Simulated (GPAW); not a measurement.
**Quasiparticle gap of K3RbCl4 (ordered alloy, started on the rocksalt lattice) (Pm-3m) in GPAW**

Aim: the G0W0 gap of K3RbCl4 (ordered alloy, started on the rocksalt lattice) (Pm-3m) on LDA, step by step.

Calculated with GPAW 26.7.0; LDA and many-body steps on it, plane waves.

The raw output is cut from this account; settings, times and results stay.

The structure was built from a prototype and need not be the compound's stable phase.

### 1. Starting point

It takes space group Pm-3m (No. 221, cubic). Conventional cell: a = 6.167 Å, b = 6.167 Å, c = 6.167 Å, α = 90.00°, β = 90.00°, γ = 90.00°. Nearest to K lie 6 Cl at 3.08 Å. Cl has 2 Rb at 3.08 Å and 4 K at 3.08 Å nearest. Nearest to Rb lie 6 Cl at 3.08 Å. Nearest to Cl lie 6 K at 3.08 Å. Farther neighbours, and contacts between anions beyond the nearest, are not listed.

The structure was relaxed with LDA. The structure type comes from a generator and need not be one that this composition takes. The runs that relaxed it are not among those shown.

### 2. Ground state

This step: GPAW 26.7.0; DFT, LDA, plane waves, PAW.

The ground-state density comes first.

run.py reads:

```python
import json
import numpy as np
from gpaw.mpi import world
from ase import Atoms
from gpaw import GPAW, PW, FermiDirac

atoms = Atoms(['K', 'Cl', 'K', 'Cl', 'K', 'Cl', 'Rb', 'Cl'],
    cell=[[6.1672660000, 0.0000000000, 0.0000000000],
      [0.0000000000, 6.1672660000, 0.0000000000],
      [0.0000000000, 0.0000000000, 6.1672660000]],
    scaled_positions=[[0.5000000000, 0.0000000000, 0.0000000000],
      [0.0000000000, 0.5000000000, 0.5000000000],
      [0.0000000000, 0.5000000000, 0.0000000000],
      [0.5000000000, 0.0000000000, 0.5000000000],
      [0.0000000000, 0.0000000000, 0.5000000000],
      [0.5000000000, 0.5000000000, 0.0000000000],
      [0.5000000000, 0.5000000000, 0.5000000000],
      [0.0000000000, 0.0000000000, 0.0000000000]],
    pbc=(True, True, True))
calc = GPAW(mode=PW(450),
    xc='LDA',
    kpts={'size': (4, 4, 4), 'gamma': True},
    occupations=FermiDirac(0.001),
    nbands=-10,
    convergence={'density': 1e-6, 'bands': -3},
    maxiter=100,
    txt='gs.txt')
atoms.calc = calc
res = {'energy': atoms.get_potential_energy()}
kpts = calc.get_ibz_k_points()
res['kpts'] = kpts
res['eigenvalues'] = [calc.get_eigenvalues(kpt=k) for k in range(len(kpts))]
res['n_electrons'] = calc.get_number_of_electrons()
calc.write('gs.gpw')

if world.rank == 0:
    with open('result.json', 'w') as f:
        json.dump(res, f, default=lambda x: x.tolist())
```

On the command line:

```
mpirun -n 4 gpaw python run.py
```

The job ended after 34 s (4 MPI ranks of Arm Neoverse V1, shared host; peak memory 0.75 GiB).

Numbers from this step:

| Item | Value |
| --- | --- |
| total energy | -29.90 eV |
| gap | 4.956 eV |
| k of the valence top | 0, 0, 0 |
| k of the conduction bottom | 0, 0, 0 |
| least direct gap | 4.956 eV |

The gap is direct, at Γ.

### 3. Bands along the symmetry lines

Levels along a band path, at the cheap level, show where the edges lie and whether the meshes to come will hold them.

run.py reads:

```python
import json
import numpy as np
from gpaw.mpi import world
from gpaw import GPAW

path = [[0.000000, 0.000000, 0.000000],
    [0.000000, 0.062500, 0.000000],
    [0.000000, 0.125000, 0.000000],
    [0.000000, 0.187500, 0.000000],
    [0.000000, 0.250000, 0.000000],
    [0.000000, 0.312500, 0.000000],
    [0.000000, 0.375000, 0.000000],
    [0.000000, 0.437500, 0.000000],
    [0.000000, 0.500000, 0.000000],
    [0.062500, 0.500000, 0.000000],
    [0.125000, 0.500000, 0.000000],
    [0.187500, 0.500000, 0.000000],
    [0.250000, 0.500000, 0.000000],
    [0.312500, 0.500000, 0.000000],
    [0.375000, 0.500000, 0.000000],
    [0.437500, 0.500000, 0.000000],
    [0.500000, 0.500000, 0.000000],
    [0.437500, 0.437500, 0.000000],
    [0.375000, 0.375000, 0.000000],
    [0.312500, 0.312500, 0.000000],
    [0.250000, 0.250000, 0.000000],
    [0.187500, 0.187500, 0.000000],
    [0.125000, 0.125000, 0.000000],
    [0.062500, 0.062500, 0.000000],
    [0.000000, 0.000000, 0.000000],
    [0.062500, 0.062500, 0.062500],
    [0.125000, 0.125000, 0.125000],
    [0.187500, 0.187500, 0.187500],
    [0.250000, 0.250000, 0.250000],
    [0.312500, 0.312500, 0.312500],
    [0.375000, 0.375000, 0.375000],
    [0.437500, 0.437500, 0.437500],
    [0.500000, 0.500000, 0.500000],
    [0.437500, 0.500000, 0.437500],
    [0.375000, 0.500000, 0.375000],
    [0.312500, 0.500000, 0.312500],
    [0.250000, 0.500000, 0.250000],
    [0.187500, 0.500000, 0.187500],
    [0.125000, 0.500000, 0.125000],
    [0.062500, 0.500000, 0.062500],
    [0.000000, 0.500000, 0.000000],
    [0.500000, 0.500000, 0.500000],
    [0.500000, 0.500000, 0.437500],
    [0.500000, 0.500000, 0.375000],
    [0.500000, 0.500000, 0.312500],
    [0.500000, 0.500000, 0.250000],
    [0.500000, 0.500000, 0.187500],
    [0.500000, 0.500000, 0.125000],
    [0.500000, 0.500000, 0.062500],
    [0.500000, 0.500000, 0.000000]]
calc = GPAW('gs.gpw').fixed_density(kpts=path,
    symmetry='off',
    nbands=42,
    convergence={'bands': 38},
    txt='bands.txt')
res = {}
kpts = calc.get_ibz_k_points()
res['kpts'] = kpts
res['eigenvalues'] = [calc.get_eigenvalues(kpt=k) for k in range(len(kpts))]
res['n_electrons'] = calc.get_number_of_electrons()

if world.rank == 0:
    with open('result.json', 'w') as f:
        json.dump(res, f, default=lambda x: x.tolist())
```

On the command line:

```
mpirun -n 4 gpaw python run.py
```

The job ended after 93 s (4 MPI ranks; peak memory 1.1 GiB; 6.2 min of CPU time).

This step gave:

- gap: 4.956 eV
- k of the valence top: 0, 0, 0
- k of the conduction bottom: 0, 0, 0
- least direct gap: 4.956 eV

The gap is 4.956 eV, as in the run before at this level.

Electronic bands along the path, in eV, zero at the top of the highest filled band:

| point | band 29 | band 30 | band 31 | band 32 | band 33 | band 34 | band 35 | band 36 |
| --- | --- | --- | --- | --- | --- | --- | --- | --- |
| Γ | -0.18 | 0.00 | 0.00 | 0.00 | 4.96 | 5.93 | 5.93 | 5.93 |
| halfway | -0.21 | -0.21 | -0.03 | -0.03 | 5.47 | 6.13 | 6.41 | 6.41 |
| X | -0.23 | -0.23 | -0.06 | -0.06 | 6.45 | 6.54 | 6.64 | 6.77 |
| halfway | -0.35 | -0.33 | -0.30 | -0.10 | 6.83 | 6.93 | 7.05 | 7.13 |
| M | -0.45 | -0.45 | -0.45 | -0.14 | 7.38 | 7.52 | 7.55 | 7.55 |
| halfway | -0.33 | -0.27 | -0.24 | -0.06 | 5.94 | 6.58 | 6.60 | 6.80 |
| Γ | -0.18 | 0.00 | 0.00 | 0.00 | 4.96 | 5.93 | 5.93 | 5.93 |
| halfway | -0.35 | -0.35 | -0.27 | -0.27 | 6.33 | 6.94 | 6.94 | 6.96 |
| R | -0.48 | -0.46 | -0.46 | -0.46 | 7.23 | 7.48 | 7.48 | 7.48 |
| halfway | -0.41 | -0.40 | -0.36 | -0.30 | 6.97 | 7.08 | 7.53 | 7.57 |
| X | -0.23 | -0.23 | -0.06 | -0.06 | 6.45 | 6.54 | 6.64 | 6.77 |
| jump to R | -0.48 | -0.46 | -0.46 | -0.46 | 7.23 | 7.48 | 7.48 | 7.48 |
| halfway | -0.46 | -0.45 | -0.45 | -0.37 | 7.26 | 7.45 | 7.45 | 7.48 |
| M | -0.45 | -0.45 | -0.45 | -0.14 | 7.38 | 7.52 | 7.55 | 7.55 |

### 4. Empty states on the mesh, 2×2×2 mesh, 391 bands

The sums over transitions need many empty states on a uniform mesh; this step solves for them.

run.py reads:

```python
import json
import numpy as np
from gpaw.mpi import world
from gpaw import GPAW

calc = GPAW('gs.gpw').fixed_density(kpts={'size': (2, 2, 2), 'gamma': True},
    parallel={'domain': 1, 'band': 1},
    txt='nscf.txt')
calc.diagonalize_full_hamiltonian(nbands=391)
calc.write('full.gpw', mode='all')
res = {}
kpts = calc.get_ibz_k_points()
res['kpts'] = kpts
res['eigenvalues'] = [calc.get_eigenvalues(kpt=k) for k in range(len(kpts))]
res['n_electrons'] = calc.get_number_of_electrons()

if world.rank == 0:
    with open('result.json', 'w') as f:
        json.dump(res, f, default=lambda x: x.tolist())
```

On the command line:

```
mpirun -n 4 gpaw python run.py
```

It took 2 min on 4 MPI ranks; peak memory 7.2 GiB; 8 min of CPU time.

Read from the output:

```yaml
gap: 4.956 eV
k_of_the_valence_top: 0, 0, 0
k_of_the_conduction_bottom: 0, 0, 0
least_direct_gap: 4.956 eV
k_points_computed: 4
lowest_point_of_the_top_converged_band_above_the_valence_top: 73.0766 eV
```

On this mesh the gap is 4.956 eV.

### 5. Screening and self-energy, 2×2×2 mesh, 177 bands, screening to 48 eV

G0W0 replaces the xc potential by the self-energy, built once from these orbitals. Only a window of levels is corrected, while the sums run over the empty bands that the input names.

This step: G0W0 on LDA, plane waves, PAW.

run.py reads:

```python
import json
import numpy as np
from gpaw.mpi import world
from gpaw.response.g0w0 import G0W0

gw = G0W0('full.gpw',
    filename='gw',
    kpts=[0],
    bands=(30, 34),
    ecut=48,
    nbands=177,
    integrate_gamma='WS',
    ppa=True)
gw.calculate()
res = {mode: {k: v for k, v in r.items() if k != 'sigma_eskwn'}
       for mode, r in gw.all_results.items()}

if world.rank == 0:
    with open('result.json', 'w') as f:
        json.dump(res, f, default=lambda x: x.tolist())
```

On the command line:

```
mpirun -n 4 gpaw python run.py
```

The job ended after 19 s (4 MPI ranks; peak memory 1.6 GiB).

Numbers from this step:

```
G0W0 gap on the mesh                         : 7.655 eV
least direct G0W0 gap on the computed points : 7.655 eV
Z at the valence top                         : 0.8210
Z at the conduction bottom                   : 0.8756
starting gap on the mesh                     : 4.956 eV
k of the valence top                         : 0, 0, 0
k of the conduction bottom                   : 0, 0, 0
```

The gap on the mesh goes from 4.96 eV to 7.66 eV, a correction of +2.70 eV.

Limits: finite bands, cutoff and mesh; no spin-orbit coupling; coarse k mesh. v1 is the top filled band, c1 the lowest empty one. The levels before and after the correction (eV, zero at the valence-band top of each column):

|  | conduction bottom | valence top |
| --- | --- | --- |
| Kohn-Sham | 4.96 | 0.00 |
| G0W0 | 7.66 | 0.00 |

|  | level | energy (eV) |
| --- | --- | --- |
| Kohn-Sham | Γ v2-v1 | 0.000 |
| Kohn-Sham | Γ c1 | 4.956 |
| Kohn-Sham | Γ c2 | 5.927 |
| G0W0 | Γ v2-v1 | 0.000 |
| G0W0 | Γ c1 | 7.655 |
| G0W0 | Γ c2 | 8.963 |

### 6. Where the time went

Times are wall times on 4 MPI ranks of Arm Neoverse V1, shared host, good to a factor of about two.

| step | time | share | memory (GiB) |
| --- | --- | --- | --- |
| ground state | 34 s | 13 % | 0.75 |
| bands along the symmetry lines | 93 s | 35 % | 1.1 |
| empty states on the mesh | 2 min | 45 % | 7.2 |
| screening and self-energy | 19 s | 7 % | 1.6 |

### 7. What came out

```yaml
lda_gap: 4.96 eV, direct
g0w0_gap_on_the_mesh: 7.66 eV
gw_settings: 2×2×2 mesh, 177 bands, screening to 48 eV, Godby-Needs plasmon pole
known_limits: short of the basis limit; no spin-orbit coupling; coarse k mesh
```

G0W0 moves the gap on the mesh from 4.96 eV to 7.66 eV (+2.70 eV), with Z of 0.82 and 0.88 at the edges. Bands and cutoff are finite, so the gap stands short of the basis limit, usually by up to a few tenths of an eV; the mesh is an error of its own. The 2×2×2 mesh is coarse for this cell, which bears on the long-range parts of exchange and screening. The many-body steps are scalar-relativistic: spin-orbit coupling is not in them.

[Long decimals in the printed logs are rounded to 6 places.]

[Logs are printed without paths, hosts, clocks, repeated set-up lines and the standing remarks that a program may print on its own settings, such as how far it seeks lower states.]

[Paths, hosts, dates, memory and timing lines, banners, echoed tables and standing remarks are left out of the program output; an Ansatz launch command may be rebuilt from the run's recorded settings. Measured values are a selection of at most five: reports struck by readers or far from the other reports are left out. None is set beside runs whose start may be inverted or whose files or cutoffs have a known fault.]

[Runs of the session that timed out or met a known fault of the program may be left out.]

[Hosts, paths, dates, database ids (printed as entryN), source tags and the programs' standing remarks are cut or masked in the printed files.]

[Where the starting crystal was built by hand or by swapping elements, it need not be the compound's stable phase.]
